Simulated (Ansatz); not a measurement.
# How Ni(111) screens a field, part 2 of 2

Where does the screening charge of Ni(111) sit?

Ansatz 0.2.0; plane-wave DFT, PBE, Ansatz PAW.

So far. Step 5 (Atoms held, field 0.1 V/Å): The dipole is 0.0397 e·Å. Step 6 (Single point, field -0.1 V/Å): The dipole is -0.0397 e·Å.

### 7. Atoms held, field 0.2 V/Å

Input file input.yaml:

```yaml
crystal:
  lattice:
    - [2.4890158698, 0.0, 0.0]
    - [1.2445079349, 2.1555509736, 0.0]
    - [0.0, 0.0, 28.1613647377]
  atoms:
    - { symbol: Ni, position: [0.3333333333, 0.3333333333, 0.3195867844], spin: 0.7 }
    - { symbol: Ni, position: [0.6666666667, 0.6666666667, 0.3917520706], spin: 0.7 }
    - { symbol: Ni, position: [0.0, 0.0, 0.4639173569], spin: 0.7 }
    - { symbol: Ni, position: [0.3333333333, 0.3333333333, 0.5360826431], spin: 0.7 }
    - { symbol: Ni, position: [0.6666666667, 0.6666666667, 0.6082479294], spin: 0.7 }
    - { symbol: Ni, position: [0.0, 0.0, 0.6804132156], spin: 0.7 }
magnetization:
  spin_polarized: true
kpoints:
  mp_grid: { grid: [24, 24, 1] }
hamiltonian:
  xc: pbe
scf:
  occupations: { method: fermi_dirac, width: 0.1 }
  convergence: { dr2_threshold: 1.0e-10 }
efield:
  axis: 3
  dipole_correction: true
  ramp_position: 0.97
  ramp_width: 0.06
  amplitude: 0.2
output:
  forces: true
  write_potential: true
  write_density: true
  volumetric_format: npy
```

Started as:

```bash
$ ansatz run input.yaml --threads 4 --pin off --max-ram 6144MiB --backend cpu --events-out ev --progress --plain --runs-dir out
```

Numbers of over 12 decimals in the logs are rounded to 6 here.

The program printed:

```text
[...]
Crystal: 6 atoms, lattice volume = 151.091 Å³
Basis set: ecut = 420 eV, 2837 PW (Γ), exchange–correlation on 36×36×384 points (8 copies of the dense FFT grid, shifted against one another)
Bands: 68, of which v1, the nominal top of the filled ones, is band 54 counted from 1 (53 counted from 0)
Symmetry: 6 space group operations
[...]
k-point 1 ↑: bands = [... 50 lower, 3.7564, 3.8648, 3.8921, 4.0856, 4.1079, 4.1504, 4.2827, 4.3117, ... 10 higher]
  k-point 2 ↑: bands = [... 50 lower, 3.7537, 3.8333, 3.8538, 3.8803, 4.0309, 4.1103, 4.3129, 4.4030, ... 10 higher]
  k-point 60 ↓: bands = [... 50 lower, 5.0328, 5.1185, 5.1206, 5.1371, 10.0192, 10.0401, 10.0407, 10.3391, ... 10 higher]
[key lines of the parts left out:]
SCF converged after 21 iterations
Magnetization: 3.9295 μB (55.9647 up, 52.0353 down)
Free energy (F): -35037.200500 eV
Fermi energy:    5.022732 eV
Dipole field:    D = 0.095043 V/Å  (p = 0.079359 e·Å, saw-weighted, corrected)
```

The job ended after 80 s (4 threads of Arm Neoverse V2, shared host; peak memory 1.1 GiB).

The dipole is 0.0794 e·Å.

### 8. Atoms held, field -0.2 V/Å

input.yaml: that of step 7 with these lines changed.

```diff
@@ -26,3 +26,3 @@
   ramp_width: 0.06
-  amplitude: 0.2
+  amplitude: -0.2
 output:
```

The program printed:

```text
[...]
Crystal: 6 atoms, lattice volume = 151.091 Å³
Basis set: ecut = 420 eV, 2837 PW (Γ), exchange–correlation on 36×36×384 points (8 copies of the dense FFT grid, shifted against one another)
Bands: 68, of which v1, the nominal top of the filled ones, is band 54 counted from 1 (53 counted from 0)
Symmetry: 6 space group operations
[...]
k-point 1 ↑: bands = [... 50 lower, 3.7564, 3.8648, 3.8921, 4.0856, 4.1079, 4.1504, 4.2827, 4.3117, ... 10 higher]
  k-point 2 ↑: bands = [... 50 lower, 3.7537, 3.8333, 3.8538, 3.8803, 4.0309, 4.1103, 4.3129, 4.4030, ... 10 higher]
  k-point 60 ↓: bands = [... 50 lower, 5.0328, 5.1185, 5.1206, 5.1371, 10.0192, 10.0401, 10.0407, 10.3391, ... 10 higher]
[key lines of the parts left out:]
SCF converged after 20 iterations
Magnetization: 3.9295 μB (55.9647 up, 52.0353 down)
Free energy (F): -35037.200500 eV
Fermi energy:    5.022733 eV
Dipole field:    D = -0.095041 V/Å  (p = -0.079358 e·Å, saw-weighted, corrected)
```

Elapsed: 73 s, on 4 threads; peak memory 1.1 GiB.

The dipole is -0.0794 e·Å.

### 9. Atoms held, field 0.4 V/Å

input.yaml: that of step 8 with these lines changed.

```diff
@@ -26,3 +26,3 @@
   ramp_width: 0.06
-  amplitude: -0.2
+  amplitude: 0.4
 output:
@@ -32 +32,2 @@
   volumetric_format: npy
+  elf: true
```

The program printed:

```text
[...]
Crystal: 6 atoms, lattice volume = 151.091 Å³
Basis set: ecut = 420 eV, 2837 PW (Γ), exchange–correlation on 36×36×384 points (8 copies of the dense FFT grid, shifted against one another)
Bands: 68, of which v1, the nominal top of the filled ones, is band 54 counted from 1 (53 counted from 0)
Symmetry: 6 space group operations
[...]
k-point 1 ↑: bands = [... 50 lower, 3.7505, 3.8589, 3.8861, 4.0780, 4.1020, 4.1446, 4.2769, 4.3057, ... 10 higher]
  k-point 2 ↑: bands = [... 50 lower, 3.7478, 3.8220, 3.8525, 3.8744, 4.0252, 4.1044, 4.3069, 4.3971, ... 10 higher]
  k-point 60 ↓: bands = [... 50 lower, 5.0269, 5.1117, 5.1159, 5.1311, 10.0133, 10.0340, 10.0350, 10.3323, ... 10 higher]
[key lines of the parts left out:]
SCF converged after 20 iterations
Magnetization: 3.9299 μB (55.9649 up, 52.0351 down)
Free energy (F): -35037.224312 eV
Fermi energy:    5.016849 eV
Dipole field:    D = 0.190165 V/Å  (p = 0.158785 e·Å, saw-weighted, corrected)
```

Run time: 78 s. Hardware: 4 threads; peak memory 1.1 GiB.

Running mean over 2.032 Å of the planar mean, with the applied field; the ramp of the sawtooth is left out. The electron's electrostatic potential energy less the Fermi level by z:

| z (Å) | electron's electrostatic potential energy less the Fermi level (eV) |
| --- | --- |
| 4 | 3.73 |
| 5 | 4.12 |
| 6 | 4.46 |
| 7 | 4.16 |
| 8 | -3.23 |
| 9 | -10.0 |
| 10 | -10.3 |
| 11 | -10.4 |
| 12 | -10.4 |
| 13 | -10.4 |
| 14 | -10.4 |
| 15 | -10.4 |
| 16 | -10.4 |
| 17 | -10.4 |
| 18 | -10.3 |
| 19 | -10.2 |
| 20 | -5.13 |
| 21 | 4.20 |
| 22 | 5.51 |
| 23 | 5.97 |
| 24 | 6.38 |
| 25 | 6.78 |

The dipole is 0.159 e·Å.

### 10. The response

This step: plane-wave DFT, PBE, Ansatz PAW; screening of a field by a metal slab (Ansatz 0.2.0).

The dipoles give the slope, and the difference of two potentials shows where the field is screened.

This step gave:

```yaml
equivalent_conductor_thickness_p_eps_0ae: 13.38 Å
distance_between_the_outer_atoms: 10.16 Å
inner_field_over_outer_field: -6.79e-4
image_plane_upper_face: 1.606 Å
induced_electrons_on_the_upper_face_over_eps_0e: -1.000
image_plane_lower_face: 1.606 Å
induced_electrons_on_the_lower_face_over_eps_0e: 1.000
```

The dipole of the cell by applied field:

| applied field (V/Å) | dipole of the cell (e·Å) |
| --- | --- |
| -0.200 | -0.0794 |
| -0.100 | -0.0397 |
| -0.050 | -0.0198 |
| 0.000 | -6.1e-6 |
| 0.050 | 0.0198 |
| 0.100 | 0.0397 |
| 0.200 | 0.0794 |
| 0.400 | 0.159 |

The total moment stays at 3.93 μB for applied field from -0.2 to 0.4 V/Å.

Local field over the applied field, running mean. From the potentials at -0.05 and 0.05 V/Å; running mean over 2.032 Å. The local field over applied field by z:

z (Å), local field over applied field and a bar from the least value:
```
      4.5      0.997 ##############################
      5.0      0.991 ##############################
      5.5      0.976 #############################
      6.0      0.940 ############################
      6.5      0.859 ##########################
      7.0      0.706 #####################
      7.5      0.482 ###############
      8.0      0.261 ########
      8.5      0.090 ###
      9.0     -0.001 
      9.5     -0.011 
     10.0     -0.002 
     10.5      0.002 
     11.0     -0.001 
     11.5     -0.002 
     12.0     -0.001 
     12.5     -0.001 
     13.0     -0.001 
     13.5     -0.001 
     14.0      0.000 
     14.5     -0.001 
     15.0     -0.001 
     15.5     -0.001 
     16.0     -0.001 
     16.5     -0.002 
     17.0     -0.001 
     17.5      0.001 
     18.0      0.000 
     18.5     -0.006 
     19.0     -0.011 
     19.5      0.051 ##
     20.0      0.199 ######
     20.5      0.406 ############
     21.0      0.640 ###################
     21.5      0.819 #########################
     22.0      0.920 ############################
     22.5      0.967 #############################
     23.0      0.987 ##############################
     23.5      0.995 ##############################
     24.0      0.998 ##############################
```

The induced electron density oscillates, so the rows of the table below give means over windows of 1 Å about each position, cut where the curve ends. Its maxima inside the range that stand out by 2 % of the span (Å: e/Å³ per V/Å): 7.9: 0.00414, 8.9: 5.6e-4, 10.7: 1.8e-4, 11.3: 1.2e-4, 17.2: 2.9e-4, 18.9: 9.8e-4, 19.4: 0.00134. Its minima: 8.8: -0.00134, 9.2: -9.8e-4, 11.0: -2.9e-4, 16.9: -1.2e-4, 17.5: -1.8e-4, 19.2: -5.6e-4, 20.2: -0.00414.

Electrons, planar mean, per unit field. Table of induced electron density by z; means over each step:

| z (Å) | induced electron density (e/Å³ per V/Å) |
| --- | --- |
| 5 | 6.7e-5 |
| 6 | 4.3e-4 |
| 7 | 0.00203 |
| 8 | 0.00336 |
| 9 | -4.1e-4 |
| 10 | 3.9e-5 |
| 11 | 7.4e-6 |
| 12 | -8.3e-8 |
| 13 | -1.3e-5 |
| 14 | 2.3e-6 |
| 15 | 1.3e-5 |
| 16 | -3.5e-6 |
| 17 | 1.7e-5 |
| 18 | -7.8e-5 |
| 19 | 3.8e-4 |
| 20 | -0.00272 |
| 21 | -0.00246 |
| 22 | -5.7e-4 |
| 23 | -9.2e-5 |
| 24 | -1.7e-5 |

By hand: between -0.05 and 0.05 V/Å the dipole changes by 0.03968 e·Å, a slope of 0.3968 e·Å²/V. A perfect conductor of thickness t has p = ε₀AEt, so t = 180.95 × 0.3968 / 5.365 = 13.38 Å (e/ε₀ = 180.95 V·Å, A in Å²). Less the 10.16 Å between the outer atoms, and halved, that puts each image plane 1.61 Å out.

The induced dipole is that of a conductor 13.38 Å thick.

### 11. A changed input

This step: plane-wave DFT, PBE, Ansatz PAW (Ansatz 0.2.0).

A run with a changed input: it repeats the earlier run at 0.05 V/Å with efield.dipole_correction from true to false.

input.yaml: that of step 9 with these lines changed.

```diff
@@ -23,6 +23,6 @@
   axis: 3
-  dipole_correction: true
+  dipole_correction: false
   ramp_position: 0.97
   ramp_width: 0.06
-  amplitude: 0.4
+  amplitude: 0.05
 output:
@@ -32,2 +32 @@
   volumetric_format: npy
-  elf: true
```

The program printed:

```text
[...]
Crystal: 6 atoms, lattice volume = 151.091 Å³
Basis set: ecut = 420 eV, 2837 PW (Γ), exchange–correlation on 36×36×384 points (8 copies of the dense FFT grid, shifted against one another)
Bands: 68, of which v1, the nominal top of the filled ones, is band 54 counted from 1 (53 counted from 0)
Symmetry: 6 space group operations
k-points: 61 of 576 (time reversal used)
[...]
Starting moments: Σ|m| = 4.2 μB on 6 of 6 sites
[...]
SCF iter   1: F=—  HF=-35031.986595 eV  |F-HF|=—  |Δ(HF+E_count)|=         —  Δρ=4.66e-2 (↑1.69e-2 ↓4.66e-2)  dr2=7.62e0  dr2_m=1.10e0  M=4.982 μB ∫|m|=5.270 μB  β_m=0.30  ethr=3.10e-3  p=0.000 e·Å  V_vac-E_F(+/−)=7.89/6.60 eV  ⟨swp⟩=9.5  Hψ=40043  notcnv=0  defer=224
[...]
SCF iter  21: F=-35037.193510 eV  HF=-35037.193510 eV  |F-HF|=7.28e-12  |Δ(HF+E_count)|=  7.28e-11  Δρ=1.06e-7 (↑4.49e-8 ↓1.06e-7)  dr2=5.03e-11  dr2_m=2.10e-12  M=3.929 μB ∫|m|=4.510 μB  ethr=1.00e-12  p=0.038 e·Å  V_vac-E_F(+/−)=5.63/4.45 eV  ⟨swp⟩=15.1  Hψ=51018  notcnv=0
SCF 1 converged in 21 iterations: F = -35037.193510 eV  dr2 = 5.03e-11
[...]
SCF converged after 21 iterations
Magnetization: 3.9294 μB (55.9647 up, 52.0353 down)
Absolute magnetization: 4.5142 μB (∫|ρ↑−ρ↓|, with the PAW one-centre terms)
[...]
Per-site moments (μB) at R_I (Å): [(0.710930, 1.026719), (0.708269, 1.026719), (0.666172, 1.026719), (0.666121, 1.026719), (0.708767, 1.026719), (0.712851, 1.026719)]
Free energy (F): -35037.193510 eV
[...]
Internal energy: -35036.852431 eV  (E = F + TS)
E sigma→0 (E₀):  -35037.022970 eV
Entropy (-TS):   -0.341079 eV (-56.846 meV/atom)
Fermi energy:    5.024223 eV
Dipole field:    D = 0.045273 V/Å  (p = 0.037802 e·Å, saw-weighted)
Work function:   not extracted (applied field tilts the vacuum); planar V_es + V_field profile in the machine report
[...]
--- Forces (eV/Å), atoms counted from 1 ---
  atom   1  Ni     0.00000000     0.00000000     0.14447095
  atom   2  Ni    -0.00000000    -0.00000000    -0.13038023
  atom   3  Ni    -0.00000000     0.00000000    -0.02164744
  atom   4  Ni     0.00000000    -0.00000000     0.02222855
  atom   5  Ni     0.00000000     0.00000000     0.13150274
  atom   6  Ni    -0.00000000     0.00000000    -0.14617490
  max |Σ_I F_I| component: 3.31e-7 eV/Å
--- Band table (eV; the first three rows and the last of 122) ---
  k-point 0 ↑: bands = [... 50 lower, 3.7303, 3.8602, 3.8602, 4.1083, 4.1083, 4.3128, 4.3128, 4.3988, ... 10 higher]
  k-point 1 ↑: bands = [... 50 lower, 3.7579, 3.8663, 3.8936, 4.0876, 4.1094, 4.1519, 4.2842, 4.3132, ... 10 higher]
  k-point 2 ↑: bands = [... 50 lower, 3.7552, 3.8367, 3.8537, 3.8818, 4.0323, 4.1118, 4.3144, 4.4045, ... 10 higher]
  k-point 60 ↓: bands = [... 50 lower, 5.0343, 5.1205, 5.1215, 5.1386, 10.0207, 10.0418, 10.0420, 10.3411, ... 10 higher]
```

The job ended after 76 s (4 threads; peak memory 1.1 GiB; 5 min of CPU time).

| quantity | this run | earlier run | difference |
| --- | --- | --- | --- |
| dipole along the normal (e·Å) | 0.03780 | 0.01984 | 0.018 |
| total moment (μB) | 3.929 | 3.929 | 2.0e-5 |

With the dipole correction off, the periodic images add a field of their own to the typed one.

What moves beyond 0.01 in its unit (for the dipole 0.5 % and 5e-5 e·Å): dipole along the normal (+0.018 e·Å).

These numbers are not those of the isolated slab.

### 12. The same run with other settings: efield.amplitude = -0.05 and efield.ramp_width = 0.15

Another changed input: it repeats the earlier run at 0.05 V/Å with efield.amplitude from 0.05 to -0.05 and efield.ramp_width from 0.06 to 0.15.

input.yaml: that of step 11 with these lines changed.

```diff
@@ -23,6 +23,6 @@
   axis: 3
-  dipole_correction: false
+  dipole_correction: true
   ramp_position: 0.97
-  ramp_width: 0.06
-  amplitude: 0.05
+  ramp_width: 0.15
+  amplitude: -0.05
 output:
```

The program printed:

```text
[...]
Crystal: 6 atoms, lattice volume = 151.091 Å³
Basis set: ecut = 420 eV, 2837 PW (Γ), exchange–correlation on 36×36×384 points (8 copies of the dense FFT grid, shifted against one another)
Bands: 68, of which v1, the nominal top of the filled ones, is band 54 counted from 1 (53 counted from 0)
Symmetry: 6 space group operations
k-points: 61 of 576 (time reversal used)
[...]
Starting moments: Σ|m| = 4.2 μB on 6 of 6 sites
[...]
SCF iter   1: F=—  HF=-35031.975206 eV  |F-HF|=—  |Δ(HF+E_count)|=         —  Δρ=4.55e-2 (↑1.68e-2 ↓4.55e-2)  dr2=4.30e0  dr2_m=1.05e0  M=4.987 μB ∫|m|=5.281 μB  β_m=1.00  ethr=3.10e-3  p=-0.020 e·Å  D=-2.34e-2 V/Å  ΔV_dip=0.66 eV  dr2_dipole=8.98e-5  V_vac-E_F(+/−)=6.93/7.44 eV  ⟨swp⟩=9.5  Hψ=39916  notcnv=0  defer=212
[...]
SCF iter  21: F=-35037.193061 eV  HF=-35037.193061 eV  |F-HF|=8.73e-11  |Δ(HF+E_count)|=  1.02e-10  Δρ=7.10e-8 (↑3.50e-8 ↓7.10e-8)  dr2=1.79e-11  dr2_m=1.45e-12  M=3.929 μB ∫|m|=4.510 μB  ethr=1.00e-12  p=-0.020 e·Å  D=-2.38e-2 V/Å  ΔV_dip=0.67 eV  dr2_dipole=2.41e-13  V_vac-E_F(+/−)=4.74/5.24 eV  ⟨swp⟩=15.0  Hψ=53150  notcnv=0
SCF 1 converged in 21 iterations: F = -35037.193061 eV  dr2 = 1.79e-11
[...]
SCF converged after 21 iterations
Magnetization: 3.9294 μB (55.9647 up, 52.0353 down)
Absolute magnetization: 4.5142 μB (∫|ρ↑−ρ↓|, with the PAW one-centre terms)
[...]
Per-site moments (μB) at R_I (Å): [(0.712388, 1.026719), (0.708648, 1.026719), (0.666133, 1.026719), (0.666160, 1.026719), (0.708387, 1.026719), (0.711380, 1.026719)]
Free energy (F): -35037.193061 eV
[...]
Internal energy: -35036.851981 eV  (E = F + TS)
E sigma→0 (E₀):  -35037.022521 eV
Entropy (-TS):   -0.341080 eV (-56.847 meV/atom)
Fermi energy:    5.057794 eV
Dipole field:    D = -0.023761 V/Å  (p = -0.019840 e·Å, saw-weighted, corrected)
Work function:   not extracted (applied field tilts the vacuum); planar V_es + V_field profile in the machine report
[...]
--- Forces (eV/Å), atoms counted from 1 ---
  atom   1  Ni     0.00000000     0.00000000     0.14586077
  atom   2  Ni    -0.00000000    -0.00000000    -0.13122624
  atom   3  Ni    -0.00000000     0.00000000    -0.02209014
  atom   4  Ni     0.00000000    -0.00000000     0.02178554
  atom   5  Ni     0.00000000     0.00000000     0.13063689
  atom   6  Ni    -0.00000000    -0.00000000    -0.14496683
  max |Σ_I F_I| component: 2.00e-8 eV/Å
--- Band table (eV; the first three rows and the last of 122) ---
  k-point 0 ↑: bands = [... 50 lower, 3.7638, 3.8938, 3.8938, 4.1419, 4.1419, 4.3464, 4.3464, 4.4323, ... 10 higher]
  k-point 1 ↑: bands = [... 50 lower, 3.7915, 3.8999, 3.9271, 4.1212, 4.1430, 4.1855, 4.3178, 4.3468, ... 10 higher]
  k-point 2 ↑: bands = [... 50 lower, 3.7888, 3.8708, 3.8868, 3.9154, 4.0658, 4.1454, 4.3480, 4.4381, ... 10 higher]
  k-point 60 ↓: bands = [... 50 lower, 5.0679, 5.1543, 5.1549, 5.1721, 10.0543, 10.0754, 10.0755, 10.3749, ... 10 higher]
```

Elapsed: 78 s, on 4 threads; peak memory 1.1 GiB.

This step gave:

* energy at zero smearing: -35037.0225 eV
* total moment: 3.929 μB
* site moments: 0.7124, 0.7086, 0.6661, 0.6662, 0.7084, 0.7114 μB
* dipole along the normal: -0.01984 e·Å

Force by atom:

| atom | x (eV/Å) | y (eV/Å) | z (eV/Å) | size |
| --- | --- | --- | --- | --- |
| Ni1 | 0.000 | 0.000 | 0.146 | 0.146 |
| Ni2 | 0.000 | 0.000 | -0.131 | 0.131 |
| Ni3 | 0.000 | 0.000 | -0.022 | 0.022 |
| Ni4 | 0.000 | 0.000 | 0.022 | 0.022 |
| Ni5 | 0.000 | 0.000 | 0.131 | 0.131 |
| Ni6 | 0.000 | 0.000 | -0.145 | 0.145 |

| quantity | this run | earlier run | difference |
| --- | --- | --- | --- |
| dipole along the normal (e·Å) | -0.01984 | 0.01984 | -0.040 |
| total moment (μB) | 3.929 | 3.929 | 4.1e-7 |

The applied field differs, and the slope found earlier predicts a dipole of -0.0198 e·Å; this run gives -0.0198 e·Å, in line with it.

### 13. Summary of results

```json
{
 "work function": "5.07 eV",
 "image plane, upper face": "1.61 Å",
 "induced electrons on the upper face over ε₀E": "-1.00",
 "equivalent conductor thickness p/(ε₀AE)": "13.4 Å",
 "inner field over outer field": "-6.8e-4"
}
```

What this shows: The induced charge has its centre 1.61 Å outside the outermost atoms; this is the plane from which a capacitor's gap or an image potential counts. The equivalent conductor thickness exceeds the distance between the outer atoms by 3.22 Å, about the sum of the two image-plane distances. In the middle of the slab the field is screened to under 0.5 % of its outer value. The atoms are held at bulk positions with the tabulated experimental lattice constant. The magnetic order is the one reached from the typed start; other orders were not compared.

[Logs are printed without paths, hosts, clocks, repeated set-up lines and the standing remarks that a program may print on its own settings, such as how far it seeks lower states.]

[Hosts, paths, dates, database ids (printed as entryN), source tags and the programs' standing remarks are cut or masked in the printed files.]

[Maps of the electrostatic potential energy from Ansatz leave out the sawtooth potential of an applied field or a dipole correction, so their vacuum need not be flat; planar profiles and work functions include it.]
